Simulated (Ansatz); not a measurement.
## Convergence of a linear-scaling basis for liquid SiO0.5 at 3700 K (79 atoms)

Aim: test how closely localised support functions follow the reference on liquid SiO0.5 at 3700 K (79 atoms), and at what cost. A setting counts as converged where the r.m.s. difference of forces stays under 1 % of the r.m.s. force.

Program: Ansatz 0.2.0. Level of theory: Kohn-Sham DFT, PBE, PAW (set soft_2), plane waves. Values are calculated unless marked as measured.

This is a report of a sequence of runs, with the program logs left out and the cost of each run kept.

## Step 1: The system as given

The cell holds 79 atoms: 53 Si and 26 O. Cell: a = 11.195 Å, b = 11.195 Å, c = 11.195 Å, α = 90.0°, β = 90.0°, γ = 90.0°. 79 atoms (53 Si, 26 O) placed at random at 2.25 g/cm³, melted at 5000 K for 10 ps at fixed volume with the Tersoff Si-O potential (Munetoh et al., Comput. Mater. Sci. 39, 334 (2007)). Snapshot at the end of a hold of 5 ps at 3700 K and fixed volume.

Limits known from the start: The network of bonds at the start is that of the classical potential that made the cell, and needn't be the one that DFT or experiment would give. Only the Γ point is sampled, in a cell whose shortest periodic width is 11 Å.

## Step 2: Plane-wave single point

This run is the reference for what follows, at a cutoff of 420 eV.

input.yaml

```yaml
crystal:
  lattice:
    - [11.195, 0.0, 0.0]
    - [0.0, 11.195, 0.0]
    - [0.0, 0.0, 11.195]
  atoms:
    - { symbol: Si, position: [0.38166, 0.659, 0.88332] }
    - { symbol: Si, position: [0.03253, 0.50452, 0.20484] }
    - { symbol: Si, position: [0.23579, 0.0272, 0.89223] }
    - { symbol: Si, position: [0.2751, 0.88219, 0.47533] }
    - { symbol: Si, position: [0.37874, 0.67715, 0.21272] }
    - { symbol: Si, position: [0.43585, 0.93681, 0.93836] }
    - { symbol: Si, position: [0.75244, 0.92585, 0.83849] }
    - { symbol: Si, position: [0.70005, 0.83724, 0.19606] }
[... 67 atom lines left out ...]
    - { symbol: O, position: [0.9421, 0.90814, 0.96422] }
    - { symbol: O, position: [0.65392, 0.64518, 0.75962] }
    - { symbol: O, position: [0.99914, 0.62209, 0.30743] }
    - { symbol: O, position: [0.47898, 0.07276, 0.62868] }
kpoints:
  mp_grid: { grid: [1, 1, 1] }
hamiltonian:
  xc: pbe
scf:
  occupations: { method: fermi_dirac, width: 0.025 }
output:
  forces: true
  stress: true
  populations: true
  dos:
    method: { smearing: { sigma: 0.1 } }
    de: 0.1
    projected: { site_lists: { O: [O], Si: [Si] } }
  eigenvalues: true
  write_density: true
  write_potential: true
  volumetric_format: npy
  elf: true
```

Command:

```console
> ansatz run input.yaml --threads 4 --pin off --max-ram 8192MiB --backend cpu --events-out ev --progress --plain --runs-dir out
```

The job ended after 18 s (4 threads of Arm Neoverse V1, shared host; peak memory 1.4 GiB; 67 s of CPU time).

Numbers from this run:

| Item | Value |
| --- | --- |
| free energy | -48407.3565 eV |
| free energy per atom | -612.7513 eV/atom |
| SCF cycles | 11 |
| pressure | 6.707 GPa |
| r.m.s. force component | 1.962 eV/Å |
| longest force | 10.18 eV/Å |
| Fermi energy | 5.866 eV |
| levels partly filled by over 2 per cent | 4 |
| spilling of the projection | 0.01585 |

The r.m.s. force component of 2.0 eV/Å sets the scale for the differences below.

## Step 3: Support functions medium

The cell is solved in localised support functions. Besides, the program derives a nominal cutoff of 464 eV for this run, against the reference's 420.

This step: Kohn-Sham DFT, PBE, PAW (set soft_2), localised support functions (medium) (Ansatz 0.2.0).

input.yaml, the sections that differ from step 2:

```yaml
scf:
  occupations: { method: fermi_dirac, width: 0.025 }
  eigensolver: { kind: { support_functions: { accuracy: medium } } }
  max_iter: 150
output:
  forces: true
  eigenvalues: true
# crystal, kpoints, hamiltonian: as in step 2
```

It took 2.4 min on 4 threads; peak memory 4.2 GiB; 9.2 min of CPU time.

The program notes that the band table was not solved further than the SCF left it and it switched symmetry off.

Keys that differ from the reference: support_functions.accuracy = "medium" and scf.max_iter = 150.

Forces differ from the reference by 0.45 meV/Å r.m.s., 0.023 % of their size, well within a tolerance of 1 %; the energy by -2.7 meV/atom. It took roughly 8.1 times the reference's time (one timing each, with unlike analyses asked), in 16 cycles against 11.

## Step 4: Support functions low

The cell is solved in localised support functions.

This step: Kohn-Sham DFT, PBE, PAW (set soft_2), localised support functions (low) (Ansatz 0.2.0).

input.yaml, the sections that differ from step 3:

```yaml
scf:
  occupations: { method: fermi_dirac, width: 0.025 }
  eigensolver: { kind: { support_functions: { accuracy: low } } }
  max_iter: 150
# crystal, kpoints, hamiltonian, output: as in step 3
```

The job ended after 90 s (4 threads; peak memory 2.9 GiB; 5.8 min of CPU time).

Keys that differ from the reference: support_functions.accuracy = "low" and scf.max_iter = 150.

Forces differ from the reference by 0.46 meV/Å r.m.s., 0.023 % of their size, well within a tolerance of 1 %; the energy by -2.7 meV/atom. It took roughly 5.1 times the reference's time (one timing each, with unlike analyses asked), in 14 cycles against 11.

## Step 5: Support functions high

With localised support functions most steps grow linearly with size, though the diagonalisation grows faster unless the density matrix is cut; this run measures error and cost at this size.

This step: Kohn-Sham DFT, PBE, PAW (set soft_2), localised support functions (high) (Ansatz 0.2.0).

input.yaml, the sections that differ from step 4:

```yaml
scf:
  occupations: { method: fermi_dirac, width: 0.025 }
  eigensolver: { kind: { support_functions: { accuracy: high } } }
  max_iter: 150
# crystal, kpoints, hamiltonian, output: as in step 4
```

Wall time 4.2 s (4 threads); peak memory 0.47 GiB.

The program refused the input before any cycle.

The program's message: “Error: memory limit exceeded: the `scf loop` phase needs 8.94 GiB against the run's memory maximum of 8.00 GiB; largest carriers: support functions 7.25 GiB, density mixer 0.55 GiB, unmodelled-tail al …”

The refusal is over memory: the job needs 8.94 GiB where 8.00 GiB were allowed.

## Step 6: Support functions high

After the refusal for memory the run is tried again with basis.xc_grid typed, in the hope of saving memory. Against the reference, the basis becomes support functions and the exchange-correlation grid changes.

Edit input.yaml of step 5 so:

```diff
@@ -18 +18,3 @@
   eigenvalues: true
+basis:
+  xc_grid: 1
```

The job ended after 4.2 s (4 threads; peak memory 0.46 GiB; 13 s of CPU time).

The input was rejected at the start.

The program's message: “Error: memory limit exceeded: the `scf loop` phase needs 8.91 GiB against the run's memory maximum of 8.00 GiB; largest carriers: support functions 7.25 GiB, density mixer 0.55 GiB, unmodelled-tail al …”

The refusal is over memory: the job needs 8.91 GiB where 8.00 GiB were allowed.

## Step 7: Support functions medium, radius 3.8 Å

The radius confines each support function; a larger one gives more freedom and more work per atom. Besides, the program derives a nominal cutoff of 464 eV for this run, against the reference's 420.

This step: Kohn-Sham DFT, PBE, PAW (set soft_2), localised support functions (medium) (Ansatz 0.2.0).

input.yaml, the sections that differ from step 6:

```yaml
scf:
  occupations: { method: fermi_dirac, width: 0.025 }
  eigensolver: { kind: { support_functions: { accuracy: medium, radius: 3.8 } } }
  max_iter: 150
# crystal, kpoints, hamiltonian, output: as in step 6
# basis: removed
```

Run time: 2.3 min. Hardware: 4 threads; peak memory 4 GiB; 8.8 min of CPU time.

Keys that differ from the reference: support_functions.accuracy = "medium", support_functions.radius = 3.8 and scf.max_iter = 150.

Forces differ from the reference by 0.50 meV/Å r.m.s., 0.025 % of their size, well within a tolerance of 1 %; the energy by -2.7 meV/atom. It took roughly 7.7 times the reference's time (one timing each, with unlike analyses asked), in 16 cycles against 11.

## Step 8: Support functions medium, radius 4.11 Å

input.yaml, the sections that differ from step 7:

```yaml
scf:
  occupations: { method: fermi_dirac, width: 0.025 }
  eigensolver: { kind: { support_functions: { accuracy: medium, radius: 4.11 } } }
  max_iter: 150
# crystal, kpoints, hamiltonian, output: as in step 7
```

Wall time 3 min (4 threads); peak memory 4.6 GiB; 12 min of CPU time.

Keys that differ from the reference: support_functions.accuracy = "medium", support_functions.radius = 4.11 and scf.max_iter = 150.

Forces differ from the reference by 0.39 meV/Å r.m.s., 0.02 % of their size, well within a tolerance of 1 %; the energy by -2.7 meV/atom. It took roughly 10 times the reference's time (one timing each, with unlike analyses asked), in 16 cycles against 11.

## Step 9: Support functions medium, radius 4.38 Å

input.yaml, the sections that differ from step 8:

```yaml
scf:
  occupations: { method: fermi_dirac, width: 0.025 }
  eigensolver: { kind: { support_functions: { accuracy: medium, radius: 4.38 } } }
  max_iter: 150
# crystal, kpoints, hamiltonian, output: as in step 8
```

Run time: 3.6 min. Hardware: 4 threads; peak memory 5 GiB.

Keys that differ from the reference: support_functions.accuracy = "medium", support_functions.radius = 4.38 and scf.max_iter = 150.

Forces differ from the reference by 0.38 meV/Å r.m.s., 0.019 % of their size, well within a tolerance of 1 %; the energy by -2.7 meV/atom. It took roughly 12 times the reference's time (one timing each, with unlike analyses asked), in 16 cycles against 11.

## Step 10: Support functions medium, radius 4.7 Å

input.yaml, the sections that differ from step 9:

```yaml
scf:
  occupations: { method: fermi_dirac, width: 0.025 }
  eigensolver: { kind: { support_functions: { accuracy: medium, radius: 4.7 } } }
  max_iter: 150
# crystal, kpoints, hamiltonian, output: as in step 9
```

It took 4.8 min on 4 threads; peak memory 5.6 GiB; 19 min of CPU time.

Keys that differ from the reference: support_functions.accuracy = "medium", support_functions.radius = 4.7 and scf.max_iter = 150.

Forces differ from the reference by 0.38 meV/Å r.m.s., 0.019 % of their size, well within a tolerance of 1 %; the energy by -2.7 meV/atom. It took roughly 16 times the reference's time (one timing each, with unlike analyses asked), in 16 cycles against 11.

## Step 11: Support functions medium, radius 5.28 Å

input.yaml, the sections that differ from step 10:

```yaml
scf:
  occupations: { method: fermi_dirac, width: 0.025 }
  eigensolver: { kind: { support_functions: { accuracy: medium, radius: 5.28 } } }
  max_iter: 150
# crystal, kpoints, hamiltonian, output: as in step 10
```

Elapsed: 7.5 min, on 4 threads; peak memory 7.1 GiB; 30 min of CPU time.

Keys that differ from the reference: support_functions.accuracy = "medium", support_functions.radius = 5.28 and scf.max_iter = 150.

Forces differ from the reference by 0.39 meV/Å r.m.s., 0.020 % of their size, well within a tolerance of 1 %; the energy by -2.7 meV/atom. It took roughly 26 times the reference's time (one timing each, with unlike analyses asked), in 16 cycles against 11.

## Step 12: Support functions medium, radius 5.87 Å

The radius confines each support function; a larger one gives more freedom and more work per atom.

input.yaml, the sections that differ from step 11:

```yaml
scf:
  occupations: { method: fermi_dirac, width: 0.025 }
  eigensolver: { kind: { support_functions: { accuracy: medium, radius: 5.87 } } }
  max_iter: 150
# crystal, kpoints, hamiltonian, output: as in step 11
```

Wall time 3.9 s (4 threads); peak memory 0.53 GiB; 12 s of CPU time.

The input was rejected at the start.

The program's message: “Error: memory limit exceeded: the `scf loop` phase needs 9.28 GiB against the run's memory maximum of 8.00 GiB; largest carriers: support functions 8.00 GiB, unmodelled-tail allowance 0.36 GiB, densit …”

The refusal is over memory: the job needs 9.28 GiB where 8.00 GiB were allowed.

## Step 13: Support functions medium, radius 5.87 Å

Edit input.yaml of step 12 so:

```diff
@@ -18 +18,3 @@
   eigenvalues: true
+basis:
+  xc_grid: 1
```

The job ended after 3.9 s (4 threads; peak memory 0.52 GiB; 12 s of CPU time).

The program refused the input before any cycle.

The program's message: “Error: memory limit exceeded: the `scf loop` phase needs 9.26 GiB against the run's memory maximum of 8.00 GiB; largest carriers: support functions 8.00 GiB, unmodelled-tail allowance 0.36 GiB, densit …”

The refusal is over memory: the job needs 9.26 GiB where 8.00 GiB were allowed.

## Step 14: What each setting buys

Differences are against the plane-wave reference (Kohn-Sham DFT, PBE, PAW (set soft_2), plane waves), whose r.m.s. force component is 1.96 eV/Å. Energies are set beside the reference only for runs with its functional, potentials and electron count. Times are for 4 threads of Arm Neoverse V1, shared host. The reference's time includes the DOS, ELF, the stress and grids, which some other runs skip.

```tsv
run	Δ force, r.m.s. (meV/Å)	share of r.m.s. force (%)	Δ energy (meV/atom)	cycles	time	host memory (GiB)
reference	-	-	-	11	18 s	1.4
support functions medium	0.446	0.0227	-2.66	16	2.4 min	4.2
support functions low	0.458	0.0233	-2.67	14	90 s	2.9
support functions medium, radius 3.8 Å	0.497	0.0253	-2.66	16	2.3 min	4.0
support functions medium, radius 4.11 Å	0.393	0.02	-2.66	16	3 min	4.6
support functions medium, radius 4.38 Å	0.383	0.0195	-2.66	16	3.6 min	5.0
support functions medium, radius 4.7 Å	0.381	0.0194	-2.66	16	4.8 min	5.6
support functions medium, radius 5.28 Å	0.385	0.0196	-2.66	16	7.5 min	7.1
```

(Continued in part 2 of 2.)

[Long decimals in the printed logs are rounded to 6 places.]

[Logs are printed without paths, hosts, clocks, repeated set-up lines and the standing remarks that a program may print on its own settings, such as how far it seeks lower states.]

[Hosts, paths, dates, database ids (printed as entryN), source tags and the programs' standing remarks are cut or masked in the printed files.]
